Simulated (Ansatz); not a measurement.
# CsLi2Br3 (Immm):Li_i (6-fold void), thermodynamic levels from a 72-atom cell

Aim: at which Fermi levels does Li_i (6-fold void) in CsLi2Br3 (Immm) change its charge? The model is a cell of 72 host atoms with 1 Li put in.

Calculated with Ansatz 0.2.0; place-levels on PBEsol runs: charge-transition levels and formation energies with image-charge correction and potential alignment at the atomic sites.

Report form: the programs' logs are mostly left out.

## Step 1: Starting point

The cell holds 73 atoms: 12 Cs, 25 Li and 36 Br. Its edges and angles: a = 13.853 Å, b = 11.980 Å, c = 13.179 Å, α = 90.0°, β = 90.0°, γ = 67.3°. It derives from CsLi2Br3 (space group Immm). Nearest the centre at fractional (0.653, 0.040, 0.584): Li73 at 0.00 Å, Cs28 at 2.57 Å, Br47 at 2.60 Å, Br71 at 2.60 Å, Br61 at 2.65 Å, Li35 at 2.75 Å, Li59 at 2.75 Å, Cs50 at 3.39 Å.

Known beforehand: the electronic dielectric constant, (3.11, 3.22, 3.04), and the static one, (6.58, 24.18, 6.70), from a response run on this crystal (DFPT, PBEsol) at that run's own cell.

The cell's shortest repeat is 12.0 Å.

## Step 2: The runs of each charge state

A transition level is the Fermi level at which two charge states cost the same, so each charge needs its own total energy, at its own relaxed structure.

Each atom starts 0.05 Å or so off its site in a random direction. Forces are taken at one point at (¼, ¼, ¼). The cell holds 1 electron more than the neutral one, with a uniform background that keeps it neutral on the whole.

The sampling was tested on the host first: at the k-points planned (1x1x1 shifted 0.25 0.25 0.25) its energy lies 0.002 eV an atom from the dense-mesh value, under the bound of 0.02 eV set for this test; that bounds the host's error, not the defect's.

One state's input; the others differ in charge, spin, start and seed, and in occupations where the table says so.

qm1.relax/input.yaml reads:

```yaml
crystal:
  lattice:
    - [13.85313979, 0.0, 0.0]
    - [4.61771326, 11.05374873, 0.0]
    - [0.0, 0.0, 13.17917308]
  atoms:
    - { symbol: Cs, position: [0.0, 0.5, 0.0] }
    - { symbol: Cs, position: [0.08333333, 0.75, 0.5] }
[... 1 atom line left out ...]
    - { symbol: Cs, position: [0.25, 0.25, 0.5] }
[... 23 atom lines left out ...]
    - { symbol: Cs, position: [0.58333333, 0.25, 0.5] }
[... 2 atom lines left out ...]
    - { symbol: Li, position: [0.5, 0.0, 0.30795831] }
    - { symbol: Li, position: [0.58333333, 0.25, 0.80795831] }
[... 2 atom lines left out ...]
    - { symbol: Li, position: [0.5, 0.0, 0.69204169] }
[... 2 atom lines left out ...]
    - { symbol: Br, position: [0.41666667, 0.25, 0.28187158] }
[... 3 atom lines left out ...]
    - { symbol: Br, position: [0.41666667, 0.25, 0.71812842] }
[... 1 atom line left out ...]
    - { symbol: Br, position: [0.58333333, 0.75, 0.71812842] }
[... 2 atom lines left out ...]
    - { symbol: Br, position: [0.5, 0.0, 0.5] }
[... 2 atom lines left out ...]
    - { symbol: Cs, position: [0.75, 0.75, 0.5] }
[... 3 atom lines left out ...]
    - { symbol: Li, position: [0.75, 0.75, 0.80795831] }
    - { symbol: Li, position: [0.83333333, 0.0, 0.30795831] }
[... 3 atom lines left out ...]
    - { symbol: Li, position: [0.83333333, 0.0, 0.69204169] }
[... 1 atom line left out ...]
    - { symbol: Br, position: [0.66666667, 0.0, 0.78187158] }
    - { symbol: Br, position: [0.75, 0.25, 0.28187158] }
[... 2 atom lines left out ...]
    - { symbol: Br, position: [0.66666667, 0.0, 0.21812842] }
    - { symbol: Br, position: [0.75, 0.25, 0.71812842] }
[... 1 atom line left out ...]
    - { symbol: Br, position: [0.91666667, 0.75, 0.71812842] }
[... 2 atom lines left out ...]
    - { symbol: Br, position: [0.83333333, 0.0, 0.5] }
[... 1 atom line left out ...]
    - { symbol: Li, position: [0.653446, 0.039661, 0.583861] }
  host:
    repeats: [3, 1, 1]
    atoms:
      - { symbol: Cs, position: [0.0, 0.5, 0.0] }
      - { symbol: Cs, position: [0.25, 0.75, 0.5] }
      # ... 22 more atoms of the perfect host
total_charge: -1
basis:
  ecutwfc: 420
  xc_grid: 2
hamiltonian:
  xc: pbesol
kpoints:
  mp_grid: { grid: [1, 1, 1], shift: [0.25, 0.25, 0.25] }
scf:
  occupations: { method: fixed }
  max_iter: 60
output:
  forces: true
  charged_corrections:
    epsilon: [3.11, 3.22, 3.04]
    static_epsilon: [6.58, 24.18, 6.7]
    defect_position: [0.653446, 0.039661, 0.583861]
relax:
  f_tol: 0.02
  max_steps: 80
  random_displacement: { amplitude: 0.05, seed: 3106 }
checkpoint:
  write: "../qm1.relax.run"
  compress: false
  write_wavefunctions: true
  write_every: 100000
```

Run with:

```console
$ ansatz run input.yaml --threads 8 --pin off --max-ram 14131MiB --backend cpu --events-out ev --progress --plain --runs-dir out
```

The relaxed structure is kept and the sampling changed to a 2×2×2 shifted mesh.

The run of this state that the levels use, under PBEsol:

qm1.point/input.yaml reads:

```yaml
crystal:
  checkpoint: "../qm1.relax.run"
  host: checkpoint
total_charge: -1
basis:
  ecutwfc: 420
  xc_grid: 2
hamiltonian:
  xc: pbesol
kpoints:
  mp_grid: { grid: [2, 2, 2], shift: [0.5, 0.5, 0.5] }
scf:
  occupations: { method: fermi_dirac, width: 0.01 }
  max_iter: 60
output:
  forces: true
  eigenvalues: true
  charged_corrections:
    epsilon: [3.11, 3.22, 3.04]
    static_epsilon: [6.58, 24.18, 6.7]
    defect_position: [0.653446, 0.039661, 0.583861]
  eigenstates: { localisation: true }
  populations: true
  band_densities: [{ bands: [v1, v1] }, { bands: [c1, c1] }]
  write_density: true
  write_potential: true
  volumetric_format: npy
checkpoint:
  read: "../qm1.relax.run"
  write: "../qm1.point.run"
  compress: false
  write_wavefunctions: false
  write_every: 100000
```

Relaxations under PBEsol at one point at (¼, ¼, ¼); times on 8 threads of Arm Neoverse V1, shared host:

| charge | moment (μB) | occupations | outcome | steps | largest displacement against the far atoms (Å) | time |
| --- | --- | --- | --- | --- | --- | --- |
| −1 | 0 | fixed | converged | 6 | 0.54 | 1.8 min |
| 0 | 1 | fixed | converged | 8 | 0.58 | 4.7 min |
| +1 | 0 | fixed | converged | 7 | 0.45 | 1.9 min |
| −1 | 2 | fixed | converged | 15 | 0.70 | 8.5 min |

Single points under PBEsol at a 2×2×2 shifted mesh; times on 8 threads of Arm Neoverse V1, shared host:

| charge | moment (μB) | occupations | outcome | time |
| --- | --- | --- | --- | --- |
| −1 | 0 | fermi-dirac | converged | 2.4 min |
| 0 | 1 | fermi-dirac | converged | 5.3 min |
| +1 | 0 | fermi-dirac | converged | 2.3 min |
| −1 | 2 | fermi-dirac | converged | 4.4 min |

Distances (Å) from Li73 to the nearest atoms after relaxation with PBEsol:

| charge | moment (μB) | 1. | 2. | 3. | 4. | 5. | 6. |
| --- | --- | --- | --- | --- | --- | --- | --- |
| −1 | 0 | Br 2.45 | Br 2.46 | Br 2.47 | Li 2.89 | Li 2.91 | Cs 3.29 |
| −1 | 2 | Br 2.50 | Br 2.51 | Br 2.52 | Li 2.88 | Li 2.88 | Li 3.07 |
| 0 | 1 | Br 2.44 | Br 2.46 | Br 2.47 | Li 2.88 | Li 2.91 | Cs 3.24 |
| +1 | 0 | Br 2.41 | Br 2.41 | Br 2.41 | Li 2.87 | Li 2.88 | Cs 3.30 |

## Step 3: Levels against the band edges, PBEsol

A charged cell interacts with its images and the background, and its potential has another zero than the host's. place-levels removes the first by a point-charge model, screened by the static dielectric constant since the ions have relaxed around the charge, and the second by comparing potentials at atoms far from the defect.

The host is a run of the defect-free crystal in the same cutoffs, grids and k-points, so that basis and sampling errors cancel in part in the differences. Its band edges come from a run of the primitive cell that searches the zone for them. The host is run in a cell of 24 atoms on a matching mesh. Chemical potentials are energies per atom of Li (bcc), run with the same functional and cutoff.

levels.point.yaml reads:

```yaml
host:
  run: host.point.run
  levels_from: { run: edges.point.run }
states: [qm1.point.run, q0_M1.point.run, qp1.point.run, qm1_M2.point.run]
geometry_from:
  qm1.point.run: qm1.relax.run
  q0_M1.point.run: q0_M1.relax.run
  qp1.point.run: qp1.relax.run
  qm1_M2.point.run: qm1_M2.relax.run
  host.point.run: host.relax.run
chemical_potentials:
  Li:
    energy: -202.99658
    dataset: "<sha256 of the dataset>"
epsilon: [3.11, 3.22, 3.04]
static_epsilon: [6.58, 24.18, 6.7]
vertical:
  - { from: qm1.point.run, to: qm1.point_neutral.run }
  - { from: qp1.point.run, to: qp1.point_neutral.run }
  - { from: qm1_M2.point.run, to: qm1_M2.point_neutral.run }
```

Run with:

```console
$ ansatz place-levels levels.point.yaml -- --threads 8 --pin off --max-ram 14131MiB
```

The job ended after 0.55 s (8 threads of Arm Neoverse V1, shared host).

Levels between the charges placed, in eV above the valence top:

|  | gap (eV) | (+1/0) | (0/−1) |
| --- | --- | --- | --- |
| PBEsol | 4.31 | 4.36 | 4.35 |

Corrections by state:

| charge | moment (μB) | image terms and alignment (eV) | band filling (eV) | ε used | over the lowest of its charge, as the program ranks them, band filling apart (eV) |
| --- | --- | --- | --- | --- | --- |
| +1 | 0.0 | 0.195 | - | principal values (6.58, 6.70, 24.18) | 0.000 |
| 0 | 1.0 | 0.000 | -0.136 | - | 0.000 |
| −1 | 0.0 | 0.011 | -0.507 | principal values (6.58, 6.70, 24.18) | 0.000 |
| −1 | 2.0 | 0.041 | - | principal values (6.58, 6.70, 24.18) | 0.181 |

The charged structures listed were also run neutral, and place-levels reads from each pair, by the potential or the spins, how wide the charge is by which they differ; that can be the carrier of either run.

| charge | rms radius (Å) | spread where it is widest against the cell (Å) | wide from (Å) | reading |
| --- | --- | --- | --- | --- |
| +1 | 6.6 | 3.80 | 1.91 | wide |
| −1 | 7.8 | 4.91 | 2.21 | wide |

The neutral runs of these pairs need not share the spin of the lowest neutral state, and very wide values only mean spread over the cell.

From the program's caveats on the states, each cut to its opening words:

- charge +1: it parts from the run at its places by a charge that spreads by about 3.8 Å along one vector (1.9 Å or more is wide), by its potential at epsilon [3.11, 3.22, [...]
- charge +1, 0 (1 μB): its displacements don't fall off away from the defect: farther atoms stand 0.056 Å off the host's places
- charge 0 (1 μB): a band-filling correction moves a carrier to the host's band edge, which changes its energy by -0.136 eV
- charge 0 (1 μB): its moments are held at its close (magnetization.spin_locking), by a field of 0.035 eV a Bohr magneton, and its energy and levels are of the state that this [...]
- charge −1: it parts from the run at its places by a charge that spreads by about 4.9 Å along one vector (2.2 Å or more is wide), by its potential at epsilon [3.11, 3.22, [...]
- charge −1: a band-filling correction moves a carrier to the host's band edge, which changes its energy by -0.507 eV
- charge −1: its displacements don't fall off away from the defect: farther atoms stand 0.058 Å off the host's places
- charge −1 (2 μB): it parts from the run at its places by a charge that spreads by about 4.3 Å along one vector (2.2 Å or more is wide), by its potential at epsilon [3.11, 3.22, [...]
- charge −1 (2 μB): its displacements don't fall off away from the defect: farther atoms stand 0.112 Å off the host's places
- charge −1 (2 μB): its moments are held at its close (magnetization.spin_locking), by a field of 0.100 eV a Bohr magneton, and its energy and levels are of the state that this [...]

Formation energies (eV), elemental references (Δμ(Li) = 0.00 eV):

| charge | Fermi level at the valence top | at the conduction bottom |
| --- | --- | --- |
| +1 | -2.70 | 1.61 |
| 0 | 1.66 | 1.66 |
| −1 | 6.01 | 1.69 |

## Step 4: The same at the relaxations' own k-points

The relaxations' own energies give the levels at their sampling, for comparison.

levels.relax_mesh.yaml reads:

```yaml
host:
  run: host.relax.run
  levels_from: { run: edges.relax.run }
states: [qm1.relax.run, q0_M1.relax.run, qp1.relax.run, qm1_M2.relax.run]
chemical_potentials:
  Li:
    energy: -202.99658
    dataset: "<sha256 of the dataset>"
```

Run with:

```console
$ ansatz place-levels levels.relax_mesh.yaml -- --threads 8 --pin off --max-ram 14131MiB
```

Wall time 0.18 s (8 threads).

Levels between neighbouring charges, in eV above the valence top:

|  | gap (eV) | (+1/0) | (0/−1) |
| --- | --- | --- | --- |
| one point at (¼, ¼, ¼) | 4.31 | 4.36 | 4.35 |
| a 2×2×2 shifted mesh | 4.31 | 4.36 | 4.35 |

Going from one point at (¼, ¼, ¼) to a 2×2×2 shifted mesh moves formation energies against the elements by up to 0.01 eV; band-filling terms, which differ between samplings, are in these energies.

## Step 5: What a wrong or other choice does

In this try the input is made faulty on purpose, to show what that does.

A choice is tested by changing it alone.

levels.try0.yaml is levels.point.yaml with these lines changed:

```diff
-static_epsilon: [6.58, 24.18, 6.7]
+static_epsilon: [3.11, 3.22, 3.04]
```

Run with:

```console
$ ansatz place-levels levels.try0.yaml -- --threads 8 --pin off --max-ram 14131MiB
```

The change: the electronic dielectric constant for relaxed ions.

Levels in eV above the valence top; the changed ones are not the defect's:

|  | gap (eV) | (+1/0) | (0/−1) |
| --- | --- | --- | --- |
| changed | 4.31 | 4.25 | 4.36 |
| as set up | 4.31 | 4.36 | 4.35 |

The largest shift is 0.11 eV, band-filling terms included.

## Step 6: Summary of results

- gap of the host: 4.31 eV (PBEsol)
- level (plus 1/0): 4.36 eV above the valence top, past the conduction bottom, not a change between lowest states (4.50 eV above the valence top without the band-filling term)
- level (0/minus 1): 4.35 eV above the valence top, past the conduction bottom, not a change between lowest states (4.72 eV above the valence top without the band-filling term)
- lowest of the charges placed, just above the valence top (0.02 eV): +1
- lowest of the charges placed, just below the conduction bottom (0.02 eV): +1
- lowest formation energy at mid-gap of the charges run, elemental references: -0.55 eV

What this shows: Of the charges placed (−1, 0 and +1), +1 is the lowest from 0.02 eV above the valence top to 0.02 eV below the conduction bottom, a gap of 4.31 eV. Charges above +1 were not placed, so these runs say nothing of levels that involve them. States placed: +1 at 0 μB; 0 at 1 μB; −1 at 0 μB and 2 μB. Other spin states or structures, where not listed, weren't placed. The program finds carriers beyond a band edge of the host and adds a band-filling term at charge −1 (-0.51 eV) and 0 (-0.14 eV); steps to such a charge show no bound level, and a defect level inside a band would be read the same way. Going from one point at (¼, ¼, ¼) to a 2×2×2 shifted mesh moves formation energies against the elements by up to 0.01 eV; band-filling terms, which differ between samplings, are in these energies. Levels were also placed, and are left out here, under r2SCAN at 1x1x1 shifted 0.25 0.25 0.25, since far atoms of a state that is lowest there stand 0.11 Å off the host's places, over the bound of 0.1 Å used here. Keep in mind: PBEsol makes the gap too small and tends to spread out bound carriers; spin–orbit coupling, which can matter with heavy atoms, is left out.

[Logs are printed without paths, hosts, clocks, repeated set-up lines and the standing remarks that a program may print on its own settings, such as how far it seeks lower states.]

[Hosts, paths, dates, database ids (printed as entryN), source tags and the programs' standing remarks are cut or masked in the printed files.]

[Where a table of states has a column of steps, it counts the stored structures, which are thinned; the runs took as many ionic steps or more.]

[A defect's name tells the site on which it was built; relaxed atoms can leave that site.]

[For some hosts the program warned that the k-mesh of the response run may be too coarse for force constants and the static dielectric constant; such warnings are not shown here.]
